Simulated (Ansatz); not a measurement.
# What PbS2 (model cell, started as fluorite) distorts into, part 3 of 3

Aim: this structure of PbS2 (model cell, started as fluorite) is to be tested for unstable modes, and one is followed downhill.

Ansatz 0.2.0; DFT PBEsol, scalar-relativistic, plane waves, PAW.

So far. Step 5 (Energy along the mode, all amplitudes (two of the runs …): The lowest of the steps tried is at 0.45 Å, 101 meV/atom below the parent; the bottom of the well need not coincide with a step. Step 7 (The new phase in its own primitive cell): The largest force component left is 0.47 meV/Å and the pressure is 0.001 GPa, within the tolerances set. The cell now holds 25.25 Å³/atom. The relaxed cell has a = 4.100, c = 9.016 Å (conventional setting).

The structure was built from a prototype and need not be the compound's stable phase.

## Step 8: Modes of the new phase, k-mesh 8×8×4

A relaxed structure may still be a saddle point, so its zone-centre modes are computed. No field response is asked, since the mesh shows no gap.

input.yaml reads:

```yaml
crystal:
  lattice:
    - [4.0995066559, 0.0, 0.0]
    - [0.0, 4.0995066559, 0.0]
    - [0.0, 0.0, 9.0163318224]
  atoms:
    - { symbol: Pb, position: [0.5, 0.5, 0.5] }
    - { symbol: Pb, position: [0.0, 0.0, 0.0] }
    - { symbol: S, position: [0.0, 0.5, 0.8306711835] }
    - { symbol: S, position: [0.5, 0.0, 0.1693288165] }
    - { symbol: S, position: [0.0, 0.5, 0.3306711835] }
    - { symbol: S, position: [0.5, 0.0, 0.6693288165] }
kpoints:
  mp_grid: { grid: [8, 8, 4] }
hamiltonian:
  xc: pbesol
scf:
  occupations: { method: methfessel_paxton, width: 0.15 }
output:
  eigenvalues: true
phonons:
  method: dfpt
```

Launch:

```console
$ ansatz run input.yaml --threads 4 --pin off --max-ram 7168MiB --backend cpu --events-out ev --progress --plain --runs-dir out
```

Numbers of over 12 decimals in the logs are rounded to 6 here.

The log of the run:

```text
zone centre: on kpoints.mp_grid the ground state, and the responses unless they are solved on pairs of k-points, stand on 75 of the mesh's 256 k-points, reduced under 4 symmetry operations, with k and −k counted as one. Each operation leaves every solved displacement unchanged or reverses it
[...]
Crystal: 6 atoms, lattice volume = 151.528 Å³
Basis set: ecut = 420 eV, 2975 PW (Γ), exchange–correlation on 60×60×128 points (8 copies of the dense FFT grid, shifted against one another)
Bands: 32, of which v1, the nominal top of the filled ones, is band 26 counted from 1 (25 counted from 0)
Symmetry: 16 space group operations
k-points: 75 of 256 (irreducible under 4 space group operations, time reversal used)
[...]
SCF iter   1: F=—  HF=-27049.114370 eV  |F-HF|=—  |Δ(HF+E_count)|=         —  Δρ=5.22e-3  dr2=7.44e-2  ethr=1.77e-3  ⟨swp⟩=6.8  Hψ=11555  notcnv=0
[...]
SCF iter  11: F=-27049.094410 eV  HF=-27049.094410 eV  |F-HF|=7.28e-12  |Δ(HF+E_count)|=  1.09e-11  S|Δr|=    0.00e0  Δρ=3.42e-8  dr2=2.51e-12  ethr=1.00e-12  ⟨swp⟩=10.3  Hψ=14041  notcnv=0
SCF 1 converged in 11 iterations: F = -27049.094410 eV  dr2 = 2.51e-12
[...]
DFPT response loops at Γ: preconditioner auto → Kerker (q_TF=auto, 2.283 Å⁻¹) (partly filled bands, converged f_vac=0.006); β = 1.00, the filter's whole step (`scf.mixing.beta` (0.50) is not read by the response loops under this deck's `scf.mixing.preconditioner`; to damp them name `kerker` or `kerker_dos`, under which they read `scf.mixing.beta`, and type it under 1.00, their step now; both keys bind the ground state too); Broyden in place of MSR1
SCF converged after 11 iterations
[...]
Free energy (F): -27049.094410 eV
[...]
Internal energy: -27049.094355 eV  (E = F + TS)
E sigma→0 (E₀):  -27049.094396 eV
Entropy (-TS):   -0.000055 eV (-0.009 meV/atom)
Fermi energy:    6.533944 eV
[...]
--- Band table (eV; the first three rows and the last of 75) ---
  k-point 0: bands = [... 22 lower, 4.5141, 4.6521, 5.7659, 6.5881, 6.5881, 7.2502, 8.9094, 9.7402, ... 2 higher]
  k-point 1: bands = [... 22 lower, 4.9550, 4.9550, 5.9153, 6.5040, 6.5040, 7.0499, 8.9359, 9.4062, ... 2 higher]
  k-point 2: bands = [... 22 lower, 5.2084, 5.2084, 6.4002, 6.4002, 6.4678, 6.4678, 9.0491, 9.0491, ... 2 higher]
  k-point 74: bands = [... 22 lower, 4.4340, 4.4340, 5.0746, 5.0746, 8.3219, 8.3219, 10.4077, 10.4077, ... 2 higher]
--- Phonons (Γ-DFPT): 5 representative perturbations + reference, on 75 of 256 k-points (Σ response iterations 15) ---
  k mesh reduced under 4 symmetry operations, with k and −k counted as one. Each operation leaves every solved displacement unchanged or reverses it
  ASR residual: 2.936e-5 → 0.000e0 eV/Å²; symmetrization residual: 5.929e-6 eV/Å²
  ASR residual per site (eV/Å²): 2.35e-5 2.35e-5 2.94e-5 2.94e-5 2.94e-5 2.94e-5
  Γ frequencies (cm⁻¹): -56.39 -56.39 0.00 0.00 0.00 40.66 40.66 49.55 49.55 53.49 237.88 238.22 240.04 243.59 259.37 259.37 299.42 299.42
  non-analytic LO–TO correction: not included (Born effective charges unavailable; polar crystals: no LO–TO splitting at Γ)
```

The job ended after 73 s (4 threads of Arm Neoverse V1, shared host; peak memory 1.5 GiB; 4.6 min of CPU time).

This step gave:

* sum-rule residual before enforcement: 2.94e-5 eV/Å²
* point group: 4/mmm
* highest optical mode at the zone centre (no LO-TO term): 299.4 cm⁻¹
* lowest optical zone-centre mode: -56.39 cm⁻¹

Patterns of degenerate modes are one choice out of their space. Modes at Γ, with each element's share of the kinetic energy (negative means imaginary):

| mode | frequency (cm⁻¹) | symmetry | Pb % | S % |
| --- | --- | --- | --- | --- |
| 1 | -56.4 | Eg | 8 | 92 |
| 2 | -56.4 | Eg | 8 | 92 |
| 3 | 0.0 | acoustic | 76 | 24 |
| 4 | 0.0 | acoustic | 76 | 24 |
| 5 | 0.0 | acoustic | 76 | 24 |
| 6 | 40.7 | Eg | 84 | 16 |
| 7 | 40.7 | Eg | 84 | 16 |
| 8 | 49.5 | Eu | 11 | 89 |
| 9 | 49.5 | Eu | 11 | 89 |
| 10 | 53.5 | B1g | 77 | 23 |
| 11 | 237.9 | A1g | 0 | 100 |
| 12 | 238.2 | B2u | 0 | 100 |
| 13 | 240.0 | A2u | 24 | 76 |
| 14 | 243.6 | B1g | 23 | 77 |
| 15 | 259.4 | Eu | 12 | 88 |
| 16 | 259.4 | Eu | 12 | 88 |
| 17 | 299.4 | Eg | 8 | 92 |
| 18 | 299.4 | Eg | 8 | 92 |

Displacements in mode 1 (-56.4 cm⁻¹), the largest set to 1:
```
Pb1 -0.12  0.00  0.00
Pb2  0.12  0.00  0.00
S3  -1.00  0.00  0.00
S4   0.11 -0.04  0.00
S5  -0.11  0.04  0.00
S6   1.00  0.00  0.00
```

Displacements in mode 9 (49.5 cm⁻¹), the largest set to 1:
```
Pb1 -0.14  0.00  0.00
Pb2 -0.14  0.00  0.00
S3   1.00  0.00  0.00
S4  -0.08  0.01  0.00
S5  -0.08  0.01  0.00
S6   1.00  0.00  0.00
```

Before it was imposed, the acoustic sum rule was missed by 2.9e-5 eV/Å². Small misses are needed for a sound result but don't prove that mesh and cutoff are converged. The lowest optical mode is imaginary, 56.4i cm⁻¹, so the energy falls along it.

## Step 9: What came out

| Property | Result |
| --- | --- |
| unstable mode of the parent | q = (0, -0.5, -0.5), 217i cm⁻¹ |
| depth at the lowest point sampled | 101 meV/atom |
| largest atomic shift at that point | 0.45 Å |
| space group reached (within 0.01 Å) | P4_2/nmc |
| energy gained over the parent (first relaxation, on the mesh of the frozen mode) | 199 meV/atom |
| volume per atom, phase reached | 25.3 Å³ |
| lowest optical zone-centre mode, phase reached | -56.4 cm⁻¹ |
| highest optical mode at the zone centre (no LO-TO term), phase reached | 299 cm⁻¹ |

What this shows: Along this mode the structure falls into P4_2/nmc, 199 meV/atom below the parent. At the parent's cell the well is 101.2 meV/atom deep on the steps tried, with its lowest point at a shift of 0.45 Å. Relaxing atoms and cell changes the gain by +97.54 meV/atom against the lowest step (energies at zero smearing). The new phase still has an imaginary mode at the zone centre of its cell, so it is a saddle point on the way to a lower structure. Of the 2 patterns followed to their end from this parent, this one ends 241 meV/atom above the lowest, I4/mmm. Each path keeps the symmetry of its pattern, so a lower phase may lie along a pattern not tried. With no gap, or one that is small against the smearing, the frequencies hang on the k mesh and the smearing, most of all near Kohn anomalies. A semilocal functional can close a gap that the real compound would have, so the metallic treatment may be an artefact of the level. Spin-orbit coupling is left out, which can matter for the heavy elements here. The starting cell was built on a prototype and not taken from a measurement, so the phase need not exist.

[Logs are printed without paths, hosts, clocks, repeated set-up lines and the standing remarks that a program may print on its own settings, such as how far it seeks lower states.]

[Hosts, paths, dates, database ids (printed as entryN), source tags and the programs' standing remarks are cut or masked in the printed files.]
